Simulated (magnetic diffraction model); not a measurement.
# Magnetic neutron pattern of VCo2As2O9

Space group I4cm (no. 108), a = 8.8680 Å, c = 9.1500 Å.

| site | atom | x | y | z |
| --- | --- | --- | --- | --- |
| 8c | As | 0.1963 | 0.6963 | 0.1207 |
| 8c | Co | 0.1203 | 0.3797 | 0.2603 |
| 4a | V | 0 | 0 | 0.6007 |
| 8c | O | 0.0996 | 0.5996 | 0.2260 |
| 4a | O | 0 | 0 | 0.9256 |
| 8c | O | 0.1593 | 0.3407 | 0.4674 |
| 16d | O | 0.8624 | 0.1769 | 0.6612 |

The compound is invented for this exercise: a known structure type with other elements, its cell scaled to their sizes and not relaxed.

Only Co and V are taken to order (form factors of Co2+ and V4+); orders and moment sizes are assumed, and not adapted to the symmetry. Radiation: neutrons of λ = 2.0775 Å, 3° to 50°; isotropic B of 0.14 Å² (As), 0.1 Å² (Co), 0.12 Å² (V) and 0.2 Å² (O). The intensities are simulated: I ∝ L Σ (|F_N|² + |F_M⊥|²) for unpolarised neutrons, with F_M = 2.695 fm/μB × Σ f(s) S exp(2πi Q·r) exp(−B s²) at Q = H ± k (one set where k and −k are equivalent), only the part normal to Q counting and L = 1/(sin²θ cos θ). For collinear order S is the moment m, which repeats by lattice and centring translations R with the sign exp(−2πi k·R). Form factors are spin-only for 3d ions and dipole or tabulated for f ions, scattering lengths are Sears's of 1992, and absorption is left out. A label names one of the reflections at its angle. The strongest nuclear line in the range is 100, and lines under 0.2 are left out.

Assume the order k = (1/2 1/2 1), collinear moments along [001], 1.7 μB on Co and 0.55 μB on V; signs + at (0.1203, 0.3797, 0.2603), + at (0.3797, 0.8797, 0.2603), + at (0.8797, 0.6203, 0.2603), + at (0.6203, 0.1203, 0.2603), + at (0, 0, 0.6007), − at (0, 0, 0.1007).

Q: Where does magnetic intensity appear, and how strong is it?

```tsv
2θ (°)	index	nuclear	magnetic
9.50	(1/2 -1/2 0)	0.0	6.7
16.16	(1/2 1/2 1)	0.0	2.7
19.07	(1 1 0)	3.2	0.0
21.35	(3/2 1/2 0)	0.0	7.6
25.09	(3/2 -1/2 1)	0.0	7.0
26.25	(0 0 2)	83.0	0.0
27.10	(2 0 0)	38.5	0.0
28.77	(3/2 -3/2 0)	0.0	0.8
31.71	(3/2 3/2 1)	0.0	0.7
32.65	(1 1 2)	13.1	0.0
33.17	(2 1 1)	100.0	0.0
34.08	(3/2 1/2 2)	0.0	2.0
34.75	(5/2 -1/2 0)	0.0	2.6
37.26	(5/2 1/2 1)	0.0	4.7
38.08	(2 0 2)	78.6	0.0
38.70	(2 2 0)	32.7	0.0
39.34	(3/2 -3/2 2)	0.0	0.4
39.94	(5/2 3/2 0)	0.0	0.6
42.19	(5/2 -3/2 1)	0.0	1.4
43.48	(3 1 0)	11.3	0.0
44.07	(5/2 -1/2 2)	0.0	1.8
45.62	(3/2 -1/2 3)	0.0	0.7
47.36	(2 2 2)	4.2	0.0
48.42	(5/2 3/2 2)	0.0	0.5
48.93	(7/2 1/2 0)	0.0	0.5
49.87	(3/2 3/2 3)	0.0	0.2
```

The strongest magnetic line in the range is (3/2 1/2 0) at 21.35° (7.6). On top of the Lorentz factor, which all lines share, magnetic lines fade with angle because f falls: for Co2+ it is 0.91, 0.71, 0.49 and 0.18 at sin θ/λ = 0.1, 0.2, 0.3 and 0.5 Å⁻¹, while nuclear lengths stay constant. The order has no net moment.

[Logs are printed without paths, hosts, clocks, repeated set-up lines and the standing remarks that a program may print on its own settings, such as how far it seeks lower states.]
